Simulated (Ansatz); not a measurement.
# Cs2Li3Br5 (C2/m): the host for defect calculations

Aim: the runs on the perfect crystal Cs2Li3Br5 (C2/m) that a defect calculation needs first.

Program: Ansatz 0.2.0. Level of theory: plane-wave PAW DFT, PBEsol; relaxation of the defect-free supercell from random displacements, a test of the host's stability. Results are calculated unless marked as measured.

**1. Starting point**

The cell holds 60 atoms: 12 Cs, 18 Li and 30 Br. Its edges and angles: a = 15.495 Å, b = 12.965 Å, c = 9.925 Å, α = 90.0°, β = 114.9°, γ = 90.0°.

**2. Defect free supercell relaxed from displaced atoms**

The input displaces the atoms at random before the relaxation, so that it can leave a symmetric saddle if there is one.

Input file pristine.rattled/input.yaml:

```yaml
crystal:
  lattice:
    - [15.494855914, 0.0, -0.0001788321]
    - [0.0, 12.9646810134, 0.0]
    - [-4.17735126, 0.0, 9.0033023734]
  atoms:
    - { symbol: Cs, position: [0.1860709733, 0.0, 0.7266378774] }
    - { symbol: Cs, position: [0.6860709733, 0.1666666667, 0.7266378774] }
    - { symbol: Cs, position: [0.3139290267, 0.1666666667, 0.2733621226] }
    - { symbol: Cs, position: [0.8139290267, 0.0, 0.2733621226] }
    - { symbol: Li, position: [0.4509984143, 0.0, 0.7086854001] }
    - { symbol: Li, position: [0.9509984143, 0.1666666667, 0.7086854001] }
    - { symbol: Li, position: [0.0490015857, 0.1666666667, 0.2913145999] }
    - { symbol: Li, position: [0.5490015857, 0.0, 0.2913145999] }
    - { symbol: Li, position: [0.0, 0.0, 0.0] }
    - { symbol: Li, position: [0.5, 0.1666666667, 0.0] }
    - { symbol: Br, position: [0.0988094697, 0.1666666667, 0.9395531852] }
    - { symbol: Br, position: [0.5988094697, 0.0, 0.9395531852] }
    - { symbol: Br, position: [0.4011905303, 0.0, 0.0604468148] }
    - { symbol: Br, position: [0.9011905303, 0.1666666667, 0.0604468148] }
    - { symbol: Br, position: [0.1332420474, 0.0, 0.2972839706] }
    - { symbol: Br, position: [0.6332420474, 0.1666666667, 0.2972839706] }
    - { symbol: Br, position: [0.0, 0.1666666667, 0.5] }
    - { symbol: Br, position: [0.5, 0.0, 0.5] }
    - { symbol: Br, position: [0.3667579526, 0.1666666667, 0.7027160294] }
    - { symbol: Br, position: [0.8667579526, 0.0, 0.7027160294] }
    - { symbol: Cs, position: [0.1860709733, 0.3333333333, 0.7266378774] }
    - { symbol: Cs, position: [0.6860709733, 0.5, 0.7266378774] }
    - { symbol: Cs, position: [0.3139290267, 0.5, 0.2733621226] }
    - { symbol: Cs, position: [0.8139290267, 0.3333333333, 0.2733621226] }
    - { symbol: Li, position: [0.4509984143, 0.3333333333, 0.7086854001] }
    - { symbol: Li, position: [0.9509984143, 0.5, 0.7086854001] }
    - { symbol: Li, position: [0.0490015857, 0.5, 0.2913145999] }
    - { symbol: Li, position: [0.5490015857, 0.3333333333, 0.2913145999] }
    - { symbol: Li, position: [0.0, 0.3333333333, 0.0] }
    - { symbol: Li, position: [0.5, 0.5, 0.0] }
    - { symbol: Br, position: [0.0988094697, 0.5, 0.9395531852] }
    - { symbol: Br, position: [0.5988094697, 0.3333333333, 0.9395531852] }
    - { symbol: Br, position: [0.4011905303, 0.3333333333, 0.0604468148] }
    - { symbol: Br, position: [0.9011905303, 0.5, 0.0604468148] }
    - { symbol: Br, position: [0.1332420474, 0.3333333333, 0.2972839706] }
    - { symbol: Br, position: [0.6332420474, 0.5, 0.2972839706] }
    - { symbol: Br, position: [0.0, 0.5, 0.5] }
    - { symbol: Br, position: [0.5, 0.3333333333, 0.5] }
    - { symbol: Br, position: [0.3667579526, 0.5, 0.7027160294] }
    - { symbol: Br, position: [0.8667579526, 0.3333333333, 0.7027160294] }
    - { symbol: Cs, position: [0.1860709733, 0.6666666667, 0.7266378774] }
    - { symbol: Cs, position: [0.6860709733, 0.8333333333, 0.7266378774] }
    - { symbol: Cs, position: [0.3139290267, 0.8333333333, 0.2733621226] }
    - { symbol: Cs, position: [0.8139290267, 0.6666666667, 0.2733621226] }
    - { symbol: Li, position: [0.4509984143, 0.6666666667, 0.7086854001] }
    - { symbol: Li, position: [0.9509984143, 0.8333333333, 0.7086854001] }
    - { symbol: Li, position: [0.0490015857, 0.8333333333, 0.2913145999] }
    - { symbol: Li, position: [0.5490015857, 0.6666666667, 0.2913145999] }
    - { symbol: Li, position: [0.0, 0.6666666667, 0.0] }
    - { symbol: Li, position: [0.5, 0.8333333333, 0.0] }
    - { symbol: Br, position: [0.0988094697, 0.8333333333, 0.9395531852] }
    - { symbol: Br, position: [0.5988094697, 0.6666666667, 0.9395531852] }
    - { symbol: Br, position: [0.4011905303, 0.6666666667, 0.0604468148] }
    - { symbol: Br, position: [0.9011905303, 0.8333333333, 0.0604468148] }
    - { symbol: Br, position: [0.1332420474, 0.6666666667, 0.2972839706] }
    - { symbol: Br, position: [0.6332420474, 0.8333333333, 0.2972839706] }
    - { symbol: Br, position: [0.0, 0.8333333333, 0.5] }
    - { symbol: Br, position: [0.5, 0.6666666667, 0.5] }
    - { symbol: Br, position: [0.3667579526, 0.8333333333, 0.7027160294] }
    - { symbol: Br, position: [0.8667579526, 0.6666666667, 0.7027160294] }
basis:
  ecutwfc: 420
  xc_grid: 2
hamiltonian:
  xc: pbesol
kpoints:
  mp_grid: { grid: [1, 1, 1], shift: [0.25, 0.25, 0.25] }
scf:
  occupations: { method: fermi_dirac, width: 0.01 }
  max_iter: 80
output:
  forces: true
relax:
  f_tol: 0.01
  max_steps: 120
  random_displacement: { amplitude: 0.08, seed: 3352 }
checkpoint:
  write: "../pristine.rattled.run"
  compress: false
  write_wavefunctions: false
  write_every: 100000
```

On the command line:

```
$ ansatz run input.yaml --threads 4 --pin off --max-ram 7536MiB --backend cpu --events-out ev --progress --plain --runs-dir out
```

Numbers of over 12 decimals in the logs are rounded to 6 here.

What it wrote:

```text
[... repeated set-up lines and file paths are left out, and long positions are rounded to six places ...]
Engine: ansatz 0.2.0, aarch64-unknown-linux-gnu
Pseudopotentials: kind: paw
Pseudopotential: Cs, paw, valence charge 9, recommended cutoff 420 eV (normal), Cs.paw.azcp
Pseudopotential: Li, paw, valence charge 3, recommended cutoff 420 eV (normal), Li.paw.azcp
Pseudopotential: Br, paw, valence charge 7, recommended cutoff 420 eV (normal), Br.paw.azcp
Functional definition: PBEsol
  exchange = pbesol_x
  correlation = pbesol_c
Crystal: 60 atoms, lattice volume = 1808.626 Å³
Basis set: ecut = 420 eV, 35357 PW (Γ), exchange–correlation on 216×180×144 points (8 copies of the dense FFT grid, shifted against one another)
Bands: 246, of which v1, the nominal top of the filled ones, is band 186 counted from 1 (185 counted from 0)
Symmetry: 1 space group operations
k-points: 1
Non-local potential: Cs, projectors of the file, l = 0: 3, l = 1: 2, l = 2: 2, l = 3: 2
Non-local potential: Li, projectors of the file, l = 0: 3, l = 1: 2, l = 2: 1
Non-local potential: Br, projectors of the file, l = 0: 2, l = 1: 2, l = 2: 2
PAW form: soft (Blöchl's): semilocal exchange-correlation on the pseudo side does not see the compensation charge
PAW frozen core: Cs, regenerated for the run's functional, and the local potential with it (the file was generated under x = pbe(κ = 0.804, μ = 0.219515), c = pbe(β = 0.066725))
PAW frozen core: Br, regenerated for the run's functional, and the local potential with it (the file was generated under x = pbe(κ = 0.804, μ = 0.219515), c = pbe(β = 0.066725))
PAW one-centre angular grid: Cs, 194 points (default); XC on 64 Gauss nodes
PAW one-centre angular grid: Li, 110 points (default); XC on 64 Gauss nodes
PAW one-centre angular grid: Br, 110 points (default); XC on 64 Gauss nodes
Initial density: superposition of atomic densities (neutral atoms: chi_scale 0, normalization atom), corrected by the library's trained network
Initial wavefunctions: pseudopotential atomic-orbital guess
Functional: x = pbesol(κ = 0.804, μ = 0.123457), c = pbesol(β = 0.046)
SCF iter   1: F=—  HF=-152876.266318 eV  |F-HF|=—  |Δ(HF+E_count)|=         —  Δρ=1.48e-3  dr2=4.49e-2  ethr=1.77e-3  ⟨swp⟩=9.0  Hψ=1217  notcnv=0  defer=30
preconditioner: auto → Resta (q_TF=auto, 2.096 Å⁻¹)  ε∞=2.9  [insulator: Δε(μ)=5.040 eV  Ē_g=11.145 eV  σ=0.010 eV  W_gap=1.00  n_scr=282 (ndim 8)  ℏωp=15.4 eV  f_vac=0.025  D(μ)=0.00/eV (n_scr^D=0)  ε∞_Penn≈2.9]
SCF iter   2: F=—  HF=-152876.259086 eV  |F-HF|=—  |Δ(HF+E_count)|=   7.23e-3  Δρ=9.10e-4  dr2=1.89e-2  ethr=1.21e-5  ⟨swp⟩=3.0  Hψ=603  notcnv=0  defer=56
SCF iter   3: F=—  HF=-152876.259465 eV  |F-HF|=—  |Δ(HF+E_count)|=   3.79e-4  Δρ=2.80e-4  dr2=1.71e-3  ethr=5.09e-6  ⟨swp⟩=2.0  Hψ=380  notcnv=0  defer=56
SCF iter   4: F=—  HF=-152876.259685 eV  |F-HF|=—  |Δ(HF+E_count)|=   2.20e-4  Δρ=8.20e-5  dr2=1.33e-4  ethr=4.60e-7  ⟨swp⟩=2.0  Hψ=346  notcnv=0  defer=56
SCF iter   5: F=—  HF=-152876.259829 eV  |F-HF|=—  |Δ(HF+E_count)|=   1.44e-4  Δρ=1.43e-5  dr2=6.94e-6  ethr=3.59e-8  ⟨swp⟩=2.0  Hψ=346  notcnv=0  defer=56
SCF iter   6: F=-152876.259839 eV  HF=-152876.259838 eV  |F-HF|=2.86e-7  |Δ(HF+E_count)|=   9.78e-6  Δρ=3.47e-6  dr2=3.66e-7  ethr=6.72e-10  ⟨swp⟩=4.0  Hψ=772  notcnv=0
SCF 1 converged in 6 iterations: F = -152876.259839 eV  dr2 = 3.66e-7
  greatest PAW one-centre occupation: 1.000 electrons in one spin orbital (limit 2), on the Li atom at site 27 (counted from 0), in its partial waves of l = 0
relax step   1: F+E_penalty+E_count = -152876.25983867 eV  Δ(F+E_penalty+E_count) = +0.000e0 eV  max|allowed force component| = 3.085e-1 eV/Å  Δτ_max = 0.0000 Å  (6 SCF iters, dr2 threshold 2.50e-6 eV, accepted)
[... the SCF cycles and remarks between the steps are left out from here to the last step ...]
relax step   2: F+E_penalty+E_count = -152876.54040605 eV  Δ(F+E_penalty+E_count) = -2.806e-1 eV  max|allowed force component| = 1.437e-1 eV/Å  Δτ_max = 0.1610 Å  (5 SCF iters, dr2 threshold 5.95e-6 eV, accepted)
relax step   3: F+E_penalty+E_count = -152876.61349027 eV  Δ(F+E_penalty+E_count) = -7.308e-2 eV  max|allowed force component| = 1.095e-2 eV/Å  Δτ_max = 0.0997 Å  (6 SCF iters, dr2 threshold 1.29e-6 eV, accepted)
SCF iter   1: F=—  HF=-152876.614786 eV  |F-HF|=—  |Δ(HF+E_count)|=         —  Δρ=3.46e-4  dr2=3.32e-3  ethr=1.10e-5  ⟨swp⟩=5.0  Hψ=486  notcnv=0  defer=56
SCF iter   2: F=—  HF=-152876.614260 eV  |F-HF|=—  |Δ(HF+E_count)|=   5.26e-4  Δρ=1.70e-4  dr2=6.30e-4  ethr=8.92e-7  ⟨swp⟩=2.0  Hψ=350  notcnv=0  defer=56
SCF iter   3: F=—  HF=-152876.614201 eV  |F-HF|=—  |Δ(HF+E_count)|=   5.88e-5  Δρ=3.32e-5  dr2=2.37e-5  ethr=1.69e-7  ⟨swp⟩=2.0  Hψ=375  notcnv=0  defer=56
SCF iter   4: F=—  HF=-152876.614781 eV  |F-HF|=—  |Δ(HF+E_count)|=   5.80e-4  Δρ=6.92e-6  dr2=1.99e-6  ethr=6.38e-9  ⟨swp⟩=3.0  Hψ=435  notcnv=0  defer=56
SCF iter   5: F=—  HF=-152876.614781 eV  |F-HF|=—  |Δ(HF+E_count)|=   2.36e-8  Δρ=2.42e-6  dr2=1.18e-7  ethr=5.36e-10  ⟨swp⟩=3.0  Hψ=485  notcnv=0  defer=56
SCF iter   6: F=-152876.614782 eV  HF=-152876.614782 eV  |F-HF|=1.98e-9  |Δ(HF+E_count)|=   1.49e-7  Δρ=5.17e-7  dr2=7.70e-9  ethr=2.69e-11  ⟨swp⟩=4.0  Hψ=748  notcnv=0
SCF 4 converged in 6 iterations: F = -152876.614782 eV  dr2 = 7.70e-9
relax step   4: F+E_penalty+E_count = -152876.61478159 eV  Δ(F+E_penalty+E_count) = -1.291e-3 eV  max|allowed force component| = 2.526e-3 eV/Å  Δτ_max = 0.0307 Å  (6 SCF iters, accepted)
SCF converged after 6 iterations
Free energy (F): -152876.614782 eV
Harris-Foulkes:  -152876.614782 eV  (|F-HF|=1.98e-9)
Internal energy: -152876.614782 eV  (E = F + TS)
E sigma→0 (E₀):  -152876.614782 eV
Fermi energy:    4.374310 eV
--- Per-component energies (eV) ---
  E_band       = -2724.324299
  E_kinetic    = 6130.276249
  E_local      = -11849.485896  (includes V_loc(G=0)·N_el)
  E_nonlocal   = 1896.188939
  E_hartree    = 3415.535305
  E_xc         = -10136.631842
  E_vxc        = -4911.694261  (∫ρ·V_xc dr)
  E_paw        = -126239.273209  (= ΣΔE_a)
  E_vpaw       = -820.680203  (= ΣTr[D̂ρ^β])
  E_aug_tail   = 0.000295  (compensation charges beyond the density's cutoff)
  E_ewald      = -16097.722653
  E_core_change = 4.498031  (= ΣΔE_core)
  E_smearing   = -0.000000  (= −TS)
  E_closure    = -0.000000  (closes the sum)
  Σ components = -152876.614782   (vs F -152876.614782, Δ=0.00e0)
--- Forces (eV/Å), atoms counted from 1 ---
  atom   1  Cs    -0.00014481     0.00018065    -0.00095450
  atom   2  Cs     0.00116180    -0.00077044    -0.00053252
  atom   3  Cs    -0.00065657    -0.00027842     0.00124871
  atom   4  Cs    -0.00120361     0.00046380     0.00001389
  atom   5  Li     0.00122448     0.00019175    -0.00069183
  atom   6  Li    -0.00030363     0.00006764     0.00007963
  atom   7  Li    -0.00159114    -0.00027087     0.00140194
  atom   8  Li    -0.00043895     0.00031265     0.00012817
  atom   9  Li    -0.00145243     0.00039728     0.00062007
  atom  10  Li    -0.00137819    -0.00024512     0.00063902
  atom  11  Br     0.00129122     0.00113718     0.00034207
  atom  12  Br    -0.00044593    -0.00073354    -0.00078306
  atom  13  Br    -0.00050056     0.00105484    -0.00063516
  atom  14  Br     0.00022617    -0.00002882     0.00079864
  atom  15  Br     0.00045238     0.00014253     0.00004215
  atom  16  Br     0.00018242    -0.00014971    -0.00007413
  atom  17  Br     0.00003669     0.00023614     0.00041984
  atom  18  Br    -0.00018196    -0.00032650    -0.00010611
  atom  19  Br    -0.00051932     0.00041851     0.00021124
  atom  20  Br    -0.00012432    -0.00002499     0.00176207
  atom  21  Cs    -0.00054830    -0.00008293    -0.00095677
  atom  22  Cs     0.00054794     0.00003430    -0.00012603
  atom  23  Cs    -0.00012246    -0.00017580    -0.00034476
  atom  24  Cs     0.00033314    -0.00050580     0.00003781
  atom  25  Li     0.00120857    -0.00017399    -0.00086648
  atom  26  Li     0.00024529     0.00041902    -0.00003896
  atom  27  Li    -0.00124466    -0.00016934     0.00091824
  atom  28  Li     0.00055552    -0.00025884     0.00048004
  atom  29  Li     0.00252584    -0.00166073    -0.00004723
  atom  30  Li     0.00020813     0.00057133    -0.00036145
  atom  31  Br     0.00191683    -0.00024632     0.00012618
  atom  32  Br     0.00068320    -0.00010064    -0.00054550
  atom  33  Br    -0.00030253    -0.00105669    -0.00053446
  atom  34  Br    -0.00018695     0.00020550    -0.00006983
  atom  35  Br     0.00050540     0.00004270     0.00032239
  atom  36  Br    -0.00044126    -0.00001787    -0.00127550
  atom  37  Br    -0.00012792     0.00025117     0.00033542
  atom  38  Br     0.00035069     0.00015134    -0.00000617
  atom  39  Br     0.00024879    -0.00041467     0.00083542
  atom  40  Br    -0.00019617    -0.00003879     0.00083781
  atom  41  Cs    -0.00049381     0.00019979    -0.00065873
  atom  42  Cs     0.00102692     0.00010839    -0.00080764
  atom  43  Cs     0.00017944     0.00015717     0.00086524
  atom  44  Cs     0.00042185     0.00035293    -0.00005620
  atom  45  Li     0.00065488     0.00010469    -0.00113481
  atom  46  Li    -0.00028284     0.00015511     0.00009070
  atom  47  Li    -0.00138355    -0.00010442     0.00065987
  atom  48  Li     0.00025887     0.00069056    -0.00014559
  atom  49  Li    -0.00085820     0.00050784     0.00034852
  atom  50  Li     0.00090937     0.00025663    -0.00070863
  atom  51  Br     0.00088666     0.00028806     0.00023403
  atom  52  Br    -0.00035431     0.00006956    -0.00099661
  atom  53  Br    -0.00072303    -0.00025642    -0.00070598
  atom  54  Br    -0.00050374    -0.00051766     0.00030165
  atom  55  Br     0.00013788    -0.00030844     0.00115388
  atom  56  Br    -0.00066256     0.00013434    -0.00090962
  atom  57  Br    -0.00036989     0.00038738     0.00016616
  atom  58  Br    -0.00044473    -0.00056680    -0.00049323
  atom  59  Br    -0.00019926     0.00009992    -0.00073097
  atom  60  Br    -0.00000062    -0.00030706     0.00092564
  max |Σ_I F_I| component: 4.80e-5 eV/Å
--- Relaxed structure (4 steps of the walk, 4 accepted, 0 SCFs on fresh bases) ---
  F+E_penalty+E_count = -152876.61478159 eV   max|allowed force component| = 2.526e-3 eV/Å
  atoms:
    - { symbol: Cs, position: [0.186625, -0.000297, 0.727564] }
    - { symbol: Cs, position: [0.686457, 0.166495, 0.727472] }
    - { symbol: Cs, position: [0.314398, 0.166399, 0.273787] }
    - { symbol: Cs, position: [0.814580, -0.000300, 0.274216] }
    - { symbol: Li, position: [0.451516, -0.000269, 0.709871] }
    - { symbol: Li, position: [0.951395, 0.166357, 0.709146] }
    - { symbol: Li, position: [0.049491, 0.166441, 0.291703] }
    - { symbol: Li, position: [0.549618, -0.000339, 0.292465] }
    - { symbol: Li, position: [0.000681, -0.000295, 0.000354] }
    - { symbol: Li, position: [0.500992, 0.166395, 0.000941] }
    - { symbol: Br, position: [0.099170, 0.166058, 0.940251] }
    - { symbol: Br, position: [0.599489, -3.322117075834057e-5, 0.940762] }
    - { symbol: Br, position: [0.401749, -0.000532, 0.061419] }
    - { symbol: Br, position: [0.901462, 0.166589, 0.060926] }
    - { symbol: Br, position: [0.133750, -0.000240, 0.297978] }
    - { symbol: Br, position: [0.633741, 0.166427, 0.298391] }
    - { symbol: Br, position: [0.000625, 0.166401, 0.500657] }
    - { symbol: Br, position: [0.500400, -0.000225, 0.500980] }
    - { symbol: Br, position: [0.367278, 0.166387, 0.703810] }
    - { symbol: Br, position: [0.867011, -0.000279, 0.702823] }
    - { symbol: Cs, position: [0.186565, 0.333047, 0.727801] }
    - { symbol: Cs, position: [0.686457, 0.499741, 0.727465] }
    - { symbol: Cs, position: [0.314388, 0.499805, 0.274300] }
    - { symbol: Cs, position: [0.814429, 0.333048, 0.274342] }
    - { symbol: Li, position: [0.451385, 0.333107, 0.709788] }
    - { symbol: Li, position: [0.951369, 0.499767, 0.709183] }
    - { symbol: Li, position: [0.049509, 0.499729, 0.291868] }
    - { symbol: Li, position: [0.549492, 0.333111, 0.292432] }
    - { symbol: Li, position: [-0.000281, 0.333322, 0.000668] }
    - { symbol: Li, position: [0.500531, 0.499655, 0.001241] }
    - { symbol: Br, position: [0.099138, 0.499874, 0.940351] }
    - { symbol: Br, position: [0.599353, 0.333093, 0.940698] }
    - { symbol: Br, position: [0.401678, 0.333383, 0.061384] }
    - { symbol: Br, position: [0.901472, 0.499578, 0.061051] }
    - { symbol: Br, position: [0.133705, 0.333084, 0.297855] }
    - { symbol: Br, position: [0.633942, 0.499711, 0.298848] }
    - { symbol: Br, position: [0.000631, 0.499702, 0.500749] }
    - { symbol: Br, position: [0.500319, 0.333057, 0.500965] }
    - { symbol: Br, position: [0.367138, 0.499774, 0.703520] }
    - { symbol: Br, position: [0.867116, 0.333070, 0.703063] }
    - { symbol: Cs, position: [0.186642, 0.666381, 0.727688] }
    - { symbol: Cs, position: [0.686496, 0.833136, 0.727769] }
    - { symbol: Cs, position: [0.314384, 0.833054, 0.274152] }
    - { symbol: Cs, position: [0.814504, 0.666354, 0.274252] }
    - { symbol: Li, position: [0.451570, 0.666359, 0.709977] }
    - { symbol: Li, position: [0.951354, 0.833064, 0.709123] }
    - { symbol: Li, position: [0.049500, 0.833112, 0.291816] }
    - { symbol: Li, position: [0.549654, 0.666369, 0.292614] }
    - { symbol: Li, position: [0.000573, 0.666393, 0.000454] }
    - { symbol: Li, position: [0.500356, 0.832976, 0.001381] }
    - { symbol: Br, position: [0.099235, 0.833051, 0.940223] }
    - { symbol: Br, position: [0.599471, 0.666255, 0.940866] }
    - { symbol: Br, position: [0.401772, 0.666415, 0.061551] }
    - { symbol: Br, position: [0.901585, 0.833133, 0.060965] }
    - { symbol: Br, position: [0.133653, 0.666428, 0.297809] }
    - { symbol: Br, position: [0.633946, 0.833034, 0.298623] }
    - { symbol: Br, position: [0.000650, 0.832983, 0.500721] }
    - { symbol: Br, position: [0.500461, 0.666502, 0.501111] }
    - { symbol: Br, position: [0.367363, 0.833027, 0.703905] }
    - { symbol: Br, position: [0.867060, 0.666415, 0.703075] }
```

The job ended after 2 min (4 threads of Arm Neoverse N1, shared host; peak memory 2.5 GiB).

The steps of the relaxation:

```
step  energy less that of the first step (eV)  largest force component (eV/Å)
   1                                   0.0000                          0.3085
   2                                  -0.2806                          0.1437
   3                                  -0.3537                          0.0110
   4                                  -0.3549                          0.0025
```

The atoms that moved most (Å, from the sites as typed, ahead of the random displacement, the mean shift of all atoms taken out):

```
atom      dx      dy      dz  length
Li29  -0.011   0.003  -0.002   0.012
Li10   0.008   0.000   0.001   0.008
 Li9   0.005   0.000  -0.004   0.007
Br20   0.000   0.000  -0.007   0.007
Li50  -0.004  -0.001   0.005   0.006
Br36   0.000   0.000   0.006   0.006
```

The relaxation ends 5.9 meV an atom lower than the displaced start, with a largest force component of 0.0025 eV/Å.

**3. Summary of results**

```yaml
symmetric_supercell_less_the_displaced_and_relaxed_one: 0.000 eV
```

In words: The energy fell by 0.355 eV from the randomly displaced start; against the sites as typed, Li29 ends farthest off, by 0.01 Å, once the mean shift is taken out. The displaced cell ends within 0.01 eV of the symmetric one, so no lower structure shows in this supercell. All at zero temperature.

[Logs are printed without paths, hosts, clocks, repeated set-up lines and the standing remarks that a program may print on its own settings, such as how far it seeks lower states.]

[Hosts, paths, dates, database ids (printed as entryN), source tags and the programs' standing remarks are cut or masked in the printed files.]

[Runs of the host that timed out are not shown.]

[For some hosts the program warned that the k-mesh of the response run may be too coarse for force constants and the static dielectric constant; such warnings are not always shown.]
